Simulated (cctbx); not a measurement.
# Symmetry from intensities

Cell: a = 12.4520 Å, b = 7.2940 Å, c = 9.2830 Å, α = 90.00°, β = 90.00°, γ = 90.00°. Expected content of the cell: Tm8 Ga36 Ni8 Co4.

Simulated single-crystal data (cctbx): synchrotron X-rays, λ = 0.6889 Å, to d = 0.75 Å, 50 % of the full sphere, strongest reflection 70000 counts, noise from counting, a 1.5 % proportional error and a noise floor of 2 counts (s.d.); no absorption.

Tests on the unmerged data give:

```text
4204 reflections to d = 0.750 A
centring   violations  <I/sigma> of those
    A        831 of  2126      9.9
    B        831 of  2081     10.1
    C          0 of  2097      0.0
    I        837 of  2111      9.6
    R       1168 of  2801     10.2
    F        831 of  3152      6.7
Laue class    unique    Rint  (classes that these axes allow; Friedel mates merged)
C 1 2/m 1        1036   0.015
C 2/m 1 1        1022   0.016
C m m m           616   0.017
space group    extra absences  I>4sigma  <I/sigma>
C 2 2 21                6          0       0.3  acentric
C 2 2 2                 0          0         -  acentric
C m m 2                 0          0         -  acentric
C m c 21               88          0      -0.0  acentric
C 2 m m                 0          0         -  acentric
C m 2 m                 0          0         -  acentric
C 2 c m                88          0      -0.0  acentric
C m c m                88          0      -0.0  centric
C m m m                 0          0         -  centric
Wilson B = 1.31 A^2   <|E^2-1|> = 1.029 (0.968 centric, 0.736 acentric)   E^2>4: 5.8 %
shell (A)         n   <I/sigma>
 9.28 - 1.50     90     40.6
 1.50 - 1.19     76     40.8
 1.19 - 1.04     77     34.2
 1.04 - 0.95     79     38.4
 0.95 - 0.88     77     28.0
 0.88 - 0.83     65     34.8
 0.83 - 0.78     69     28.2
 0.78 - 0.75     83     23.4
```

Q: Read the symmetry from these tables.

The reflections that C centring forbids are absent (⟨I/σ⟩ near 0), so the lattice is C.

Rint stays low (0.015 to 0.017) up to C m m m, the highest class in these axes.

9 settings pass the absence test. The most absences obeyed, 88, belong to C m c 21, C 2 c m and C m c m, which absences can't tell apart.

⟨|E²−1|⟩ = 1.029 leans to a centrosymmetric structure. The Wilson B of 1.31 Å² means U ≈ 0.0166 Å².

The true group is Cmcm (no. 63), Laue class mmm, centrosymmetric. The tables only narrow the choice to the tied entries; cell content, site symmetry and trial solutions must settle it.

This is a model crystal, built by substitution and not relaxed, with assumed displacement parameters.

[Logs are printed without paths, hosts, clocks, repeated set-up lines and the standing remarks that a program may print on its own settings, such as how far it seeks lower states.]
